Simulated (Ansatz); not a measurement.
# BiN (model cell, started as zinc blende): a soft mode frozen in, part 2 of 3

Wanted: the energy along a soft mode of BiN (model cell, started as zinc blende) and the structure at the end.

Ansatz 0.2.0; DFT PBEsol, scalar-relativistic, plane waves, PAW.

So far, highest frequency on the path or at a solved wavevector (cm⁻¹): step 2 (phonons on a q mesh) 310. Also lowest frequency on the path (cm⁻¹): step 2 -107.

The structure was built from a prototype and need not be the compound's stable phase.

## 4. The mode frozen in, largest atomic shift 0.45 Å

The atoms are moved along the unstable eigenvector, the largest shift by 0.45 Å, with the cell fixed.

The input, input.yaml:

```yaml
crystal:
  lattice:
    - [0.0, 0.0, -5.4803432018]
    - [5.4803432018, 0.0, 0.0]
    - [2.7401716009, -5.4803432018, -2.7401716009]
  atoms:
    - { symbol: Bi, position: [0.4900444298, 0.5099555702, 0.0] }
    - { symbol: Bi, position: [0.0099555702, -0.0099555702, 0.0] }
    - { symbol: Bi, position: [0.2400444298, 0.7400444298, 0.5] }
    - { symbol: Bi, position: [0.7599555702, 0.2599555702, 0.5] }
    - { symbol: "N", position: [0.625, 0.625, 0.25] }
    - { symbol: "N", position: [0.125, 0.125, 0.25] }
    - { symbol: "N", position: [0.4160558229, 0.9160558229, 0.6678883542] }
    - { symbol: "N", position: [0.8339441771, 0.3339441771, 0.8321116458] }
kpoints:
  mp_grid: { grid: [8, 8, 8] }
hamiltonian:
  xc: pbesol
scf:
  occupations: { method: methfessel_paxton, width: 0.2 }
output:
  forces: true
  stress: true
  eigenvalues: true
```

Command:

```bash
> ansatz run input.yaml --threads 4 --pin off --max-ram 7168MiB --backend cpu --events-out ev --progress --plain --runs-dir out
```

Numbers of over 12 decimals in the logs are rounded to 6 here.

The program printed:

```text
[...]
Crystal: 8 atoms, lattice volume = 164.598 Å³
Basis set: ecut = 420 eV, 3195 PW (Γ), exchange–correlation on 80×80×90 points (8 copies of the dense FFT grid, shifted against one another)
Bands: 48, of which v1, the nominal top of the filled ones, is band 40 counted from 1 (39 counted from 0)
Symmetry: 8 space group operations
[...]
k-points: 59 of 512 (time reversal used)
[...]
k-point 0: bands = [... 36 lower, 8.0367, 8.8252, 9.4389, 9.9791, 9.9791, 11.8686, 11.9164, 12.2856, ... 4 higher]
  k-point 1: bands = [... 36 lower, 8.1533, 8.8650, 9.4146, 9.9149, 9.9149, 10.9872, 11.4088, 12.5140, ... 4 higher]
  k-point 2: bands = [... 36 lower, 8.4145, 8.9087, 9.4265, 9.7356, 9.7356, 10.0284, 10.8360, 11.7454, ... 4 higher]
  k-point 58: bands = [... 36 lower, 8.0313, 8.4835, 8.4835, 8.7448, 11.7167, 11.9828, 11.9828, 12.2992, ... 4 higher]
[key lines of the parts left out:]
SCF converged after 8 iterations
Free energy (F): -50475.599276 eV
Fermi energy:    9.780237 eV
P = ⅓ Tr σ = -1.1223 GPa (-11.223 kbar)
```

It took 9.8 s on 4 threads of Arm Neoverse V1, shared host; peak memory 0.65 GiB; 38 s of CPU time.

Numbers from this step:

```yaml
pressure: -1.122 GPa
energy_from_the_undistorted_cell: -8.977 meV/atom
```

The energy, extrapolated to zero smearing, is -8.98 meV/atom against the undistorted cell.

The run ends at a pressure of -1.12 GPa, with forces up to 0.38 eV/Å.

## 5. Energy along the mode, all amplitudes (two of the runs are shown above)

An imaginary frequency means negative curvature, so the energy should fall and then rise again as anharmonic terms take over.

This step gave:

| Quantity | Value |
| --- | --- |
| depth at the lowest point sampled | 8.977 meV/atom |
| largest atomic shift at that point | 0.45 Å |

Energy from the parent against largest atomic shift:

```
largest atomic shift (Å)  energy from the parent (meV/atom)
                   0.000                                  0
                   0.040                             -0.099
                   0.080                             -0.402
                   0.140                              -1.27
                   0.220                              -3.24
                   0.320                              -6.75
                   0.450                              -8.98
                   0.600                              0.152
```

Displacement at unit largest shift by atom:

```
atom  x (Å)  y (Å)  z (Å)  size
 Bi1   0.12   0.00   0.12  0.17
 Bi2  -0.12   0.00  -0.12  0.17
 Bi3  -0.12   0.00   0.12  0.17
 Bi4   0.12   0.00  -0.12  0.17
  N5   0.00   0.00   0.00  0.00
  N6   0.00   0.00   0.00  0.00
  N7   0.00   1.00   0.00  1.00
  N8   0.00  -1.00   0.00  1.00
```

The lowest of the steps tried is at 0.45 Å, 8.98 meV/atom below the parent; the bottom of the well need not coincide with a step.

## 6. Relaxing from the distorted cell

Starting from the lowest point found, all atoms and the cell are let go, so that strain and other modes of the same symmetry can join in.

input.yaml: that of step 4 with these lines changed.

```diff
@@ -24 +24,6 @@
   eigenvalues: true
+relax:
+  adjacent_minimum: "off"
+  f_tol: 0.002
+  max_steps: 120
+  cell: { stress_tol: 0.03 }
```

The program printed:

```text
[...]
Crystal: 8 atoms, lattice volume = 164.598 Å³
Basis set: ecut = 420 eV, 3195 PW (Γ), exchange–correlation on 80×80×90 points (8 copies of the dense FFT grid, shifted against one another)
Bands: 48, of which v1, the nominal top of the filled ones, is band 40 counted from 1 (39 counted from 0)
Symmetry: 8 space group operations
[...]
k-points: 59 of 512 (time reversal used)
[...]
SCF iter   1: F=—  HF=-50475.687366 eV  |F-HF|=—  |Δ(HF+E_count)|=         —  Δρ=1.52e-2  dr2=4.89e-1  ethr=1.77e-3  ⟨swp⟩=5.3  Hψ=11101  notcnv=0
[...]
SCF iter   8: F=-50475.599276 eV  HF=-50475.599276 eV  |F-HF|=1.69e-9  |Δ(HF+E_count)|=   1.19e-7  S|Δr|=    0.00e0  Δρ=3.24e-6  dr2=2.25e-8  ethr=1.25e-10  ⟨swp⟩=10.4  Hψ=13523  notcnv=0
SCF 1 converged in 8 iterations: F = -50475.599276 eV  dr2 = 2.25e-8
[...]
relax step   1: F+E_penalty+E_count = -50475.59927592 eV  Δ(F+E_penalty+E_count) = +0.000e0 eV  max|allowed force component| = 3.708e-1 eV/Å  Δτ_max = 0.0000 Å  P = -1.122 GPa  Ω = 164.598 Å³  (8 SCF iters, dr2 threshold 1.00e-7 eV, accepted)
Crystal: 8 atoms, lattice volume = 160.246 Å³
Basis set: ecut = 420 eV, 3115 PW (Γ), exchange–correlation on 80×80×90 points (8 copies of the dense FFT grid, shifted against one another)
[...]
SCF iter   7: F=-50475.703877 eV  HF=-50475.703877 eV  |F-HF|=2.61e-8  |Δ(HF+E_count)|=   1.42e-7  S|Δr|=    0.00e0  Δρ=5.66e-6  dr2=1.25e-7  ethr=1.00e-9  ⟨swp⟩=6.4  Hψ=11550  notcnv=0
SCF 2 converged in 7 iterations: F = -50475.703877 eV  dr2 = 1.25e-7
[...]
relax step   2: F+E_penalty+E_count = -50475.70387687 eV  Δ(F+E_penalty+E_count) = -1.046e-1 eV  max|allowed force component| = 3.093e-1 eV/Å  Δτ_max = 0.0720 Å  P = +0.915 GPa  Ω = 160.246 Å³  energy of the carried Pulay correction = +6.942e-3 eV  (7 SCF iters, dr2 threshold 8.00e-7 eV, accepted)
Crystal: 8 atoms, lattice volume = 158.020 Å³
Basis set: ecut = 420 eV, 3131 PW (Γ), exchange–correlation on 80×80×90 points (8 copies of the dense FFT grid, shifted against one another)
[...]
SCF iter   7: F=-50475.741303 eV  HF=-50475.741303 eV  |F-HF|=1.16e-7  |Δ(HF+E_count)|=   6.50e-8  S|Δr|=    0.00e0  Δρ=8.65e-6  dr2=3.22e-7  ethr=1.00e-9  ⟨swp⟩=7.3  Hψ=12004  notcnv=0
SCF 3 converged in 7 iterations: F = -50475.741303 eV  dr2 = 3.22e-7
[...]
relax step   3: F+E_penalty+E_count = -50475.74130331 eV  Δ(F+E_penalty+E_count) = -3.743e-2 eV  max|allowed force component| = 5.338e-1 eV/Å  Δτ_max = 0.0776 Å  P = +0.231 GPa  Ω = 158.020 Å³  energy of the carried Pulay correction = +1.057e-2 eV  (7 SCF iters, dr2 threshold 8.00e-7 eV, accepted)
[... from here on, the SCF cycles and remarks between the steps are left out ...]
relax step   4: F+E_penalty+E_count = -50475.83492334 eV  Δ(F+E_penalty+E_count) = -9.362e-2 eV  max|allowed force component| = 2.806e-1 eV/Å  Δτ_max = 0.0398 Å  P = -0.447 GPa  Ω = 160.616 Å³  energy of the carried Pulay correction = +6.345e-3 eV  (6 SCF iters, dr2 threshold 8.00e-7 eV, accepted)
relax step   5: F+E_penalty+E_count = -50475.87763675 eV  Δ(F+E_penalty+E_count) = -4.271e-2 eV  max|allowed force component| = 6.943e-2 eV/Å  Δτ_max = 0.0468 Å  P = +0.476 GPa  Ω = 160.253 Å³  energy of the carried Pulay correction = +6.930e-3 eV  (6 SCF iters, dr2 threshold 8.00e-7 eV, accepted)
relax step   6: F+E_penalty+E_count = -50475.88761272 eV  Δ(F+E_penalty+E_count) = -9.976e-3 eV  max|allowed force component| = 8.590e-2 eV/Å  Δτ_max = 0.0053 Å  P = -0.249 GPa  Ω = 161.981 Å³  energy of the carried Pulay correction = +4.152e-3 eV  (5 SCF iters, dr2 threshold 8.00e-7 eV, accepted)
relax step   7: F+E_penalty+E_count = -50475.89099266 eV  Δ(F+E_penalty+E_count) = -3.380e-3 eV  max|allowed force component| = 1.247e-2 eV/Å  Δτ_max = 0.0342 Å  P = +0.107 GPa  Ω = 161.934 Å³  energy of the carried Pulay correction = +4.227e-3 eV  (6 SCF iters, dr2 threshold 4.61e-7 eV, accepted)
relax step   8: F+E_penalty+E_count = -50475.89044324 eV  Δ(F+E_penalty+E_count) = +5.494e-4 eV  max|allowed force component| = 1.022e-2 eV/Å  Δτ_max = 0.0013 Å  P = -0.113 GPa  Ω = 162.351 Å³  energy of the carried Pulay correction = +3.561e-3 eV  (5 SCF iters, dr2 threshold 8.00e-8 eV, accepted)
relax step   9: F+E_penalty+E_count = -50475.89084979 eV  Δ(F+E_penalty+E_count) = -4.065e-4 eV  max|allowed force component| = 4.087e-3 eV/Å  Δτ_max = 0.0030 Å  P = +0.011 GPa  Ω = 162.148 Å³  energy of the carried Pulay correction = +3.885e-3 eV  (5 SCF iters, dr2 threshold 4.34e-8 eV, accepted)
relax step  10: F+E_penalty+E_count = -50475.89084019 eV  Δ(F+E_penalty+E_count) = +9.595e-6 eV  max|allowed force component| = 2.885e-4 eV/Å  Δτ_max = 0.0007 Å  P = -0.000 GPa  Ω = 162.158 Å³  energy of the carried Pulay correction = +3.870e-3 eV  (5 SCF iters, dr2 threshold 1.04e-9 eV, accepted)
relax step  11: F+E_penalty+E_count = -50475.92957511 eV  Δ(F+E_penalty+E_count) = -3.873e-2 eV  max|allowed force component| = 6.703e-3 eV/Å  Δτ_max = 0.0000 Å  P = +0.261 GPa  Ω = 162.158 Å³  stress off target by 8.94e-1 GPa  SCF on the basis re-selected at this cell (its energy is not comparable with the rows above)  (8 SCF iters)
relax step  12: F+E_penalty+E_count = -50475.93618633 eV  Δ(F+E_penalty+E_count) = -6.611e-3 eV  max|allowed force component| = 3.645e-3 eV/Å  Δτ_max = 0.0105 Å  P = +0.109 GPa  Ω = 162.722 Å³  energy of the carried Pulay correction = -9.650e-4 eV  (6 SCF iters, dr2 threshold 8.00e-7 eV, accepted)
relax step  13: F+E_penalty+E_count = -50475.93610575 eV  Δ(F+E_penalty+E_count) = +8.058e-5 eV  max|allowed force component| = 9.621e-4 eV/Å  Δτ_max = 0.0038 Å  P = -0.002 GPa  Ω = 163.024 Å³  energy of the carried Pulay correction = -1.474e-3 eV  (5 SCF iters, dr2 threshold 1.50e-7 eV, accepted)
relax step  14: F+E_penalty+E_count = -50475.93808748 eV  Δ(F+E_penalty+E_count) = -1.982e-3 eV  max|allowed force component| = 1.135e-3 eV/Å  Δτ_max = 0.0000 Å  P = +0.013 GPa  Ω = 163.024 Å³  stress off target by 6.03e-2 GPa  SCF on the basis re-selected at this cell (its energy is not comparable with the rows above)  (6 SCF iters)
relax step  15: F+E_penalty+E_count = -50475.93804458 eV  Δ(F+E_penalty+E_count) = +4.290e-5 eV  max|allowed force component| = 9.658e-4 eV/Å  Δτ_max = 0.0011 Å  P = +0.007 GPa  Ω = 163.074 Å³  energy of the carried Pulay correction = -8.503e-5 eV  (6 SCF iters, dr2 threshold 9.08e-9 eV, accepted)
[...]
SCF iter   5: F=-50475.938156 eV  HF=-50475.938156 eV  |F-HF|=0.00e0  |Δ(HF+E_count)|=    0.00e0  S|Δr|=    0.00e0  Δρ=6.58e-8  dr2=2.65e-11  ethr=1.00e-12  ⟨swp⟩=5.1  Hψ=13881  notcnv=0
SCF 16 converged in 5 iterations: F = -50475.938156 eV  dr2 = 2.65e-11
relax step  16: F+E_penalty+E_count = -50475.93815615 eV  Δ(F+E_penalty+E_count) = -1.116e-4 eV  max|allowed force component| = 9.658e-4 eV/Å  Δτ_max = 0.0000 Å  P = +0.008 GPa  Ω = 163.074 Å³  stress off target by 9.45e-3 GPa  SCF on the basis re-selected at this cell (its energy is not comparable with the rows above)  (5 SCF iters)
[...]
SCF converged after 5 iterations
[...]
Free energy (F): -50475.938156 eV
[...]
Internal energy: -50475.950152 eV  (E = F + TS)
E sigma→0 (E₀):  -50475.941155 eV
Entropy (-TS):   0.011995 eV (1.499 meV/atom)
Fermi energy:    9.590553 eV
[...]
--- Forces (eV/Å), atoms counted from 1 ---
  atom   1  Bi     0.00035113     0.00096583     0.00035113
  atom   2  Bi    -0.00035113     0.00096583    -0.00035113
  atom   3  Bi    -0.00035113    -0.00096583     0.00035113
  atom   4  Bi     0.00035113    -0.00096583    -0.00035113
  atom   5  N      0.00000000     0.00000000     0.00000000
  atom   6  N      0.00000000     0.00000000     0.00000000
  atom   7  N     -0.00000000     0.00029949    -0.00000000
  atom   8  N     -0.00000000    -0.00029949     0.00000000
  max |Σ_I F_I| component: 6.90e-17 eV/Å
--- Stress (GPa, compression-positive) ---
        0.006563       0.000000       0.000000
        0.000000       0.009454      -0.000000
        0.000000      -0.000000       0.006563
  P = ⅓ Tr σ = 0.0075 GPa (0.075 kbar)
--- Band table (eV; the first three rows and the last of 59) ---
  k-point 0: bands = [... 36 lower, 8.5061, 8.8780, 9.3172, 9.5575, 9.5575, 11.1618, 11.7964, 12.1433, ... 4 higher]
  k-point 1: bands = [... 36 lower, 8.4339, 8.6513, 9.5182, 9.5182, 9.5380, 10.6972, 11.6046, 12.6852, ... 4 higher]
  k-point 2: bands = [... 36 lower, 8.2575, 8.5454, 9.4132, 9.4132, 9.8782, 10.0775, 11.2436, 12.4139, ... 4 higher]
  k-point 58: bands = [... 36 lower, 8.0630, 8.6243, 8.9275, 8.9275, 11.7197, 11.9866, 11.9866, 12.4633, ... 4 higher]
--- Relaxed structure (13 steps of the walk, 13 accepted, 3 SCFs on fresh bases) ---
  F+E_penalty+E_count = -50475.93815615 eV   max|allowed force component| = 9.658e-4 eV/Å   (the final SCF, on the basis selected at the relaxed cell)
  cell:  # Å, volume = 163.0744 Å³
    - [0.0, 0, -5.114475]
    - [5.114475, 0.0, 0.0]
    - [2.557238, -6.234242, -2.557238]
  atoms:
    - { symbol: Bi, position: [0.476861, 0.506863, 0.016276] }
    - { symbol: Bi, position: [0.00686299, -0.023139, 0.016276] }
    - { symbol: Bi, position: [0.243137, 0.743137, 0.483724] }
    - { symbol: Bi, position: [0.773139, 0.273139, 0.483724] }
    - { symbol: N, position: [0.625000, 0.625000, 0.25] }
    - { symbol: N, position: [0.125, 0.125, 0.25] }
    - { symbol: N, position: [0.433841, 0.933841, 0.632318] }
    - { symbol: N, position: [0.816159, 0.316159, 0.867682] }
```

Wall time 3.1 min (4 threads); peak memory 0.72 GiB; 12 min of CPU time.

[end of part 2 of 3]

[Logs are printed without paths, hosts, clocks, repeated set-up lines and the standing remarks that a program may print on its own settings, such as how far it seeks lower states.]

[Hosts, paths, dates, database ids (printed as entryN), source tags and the programs' standing remarks are cut or masked in the printed files.]
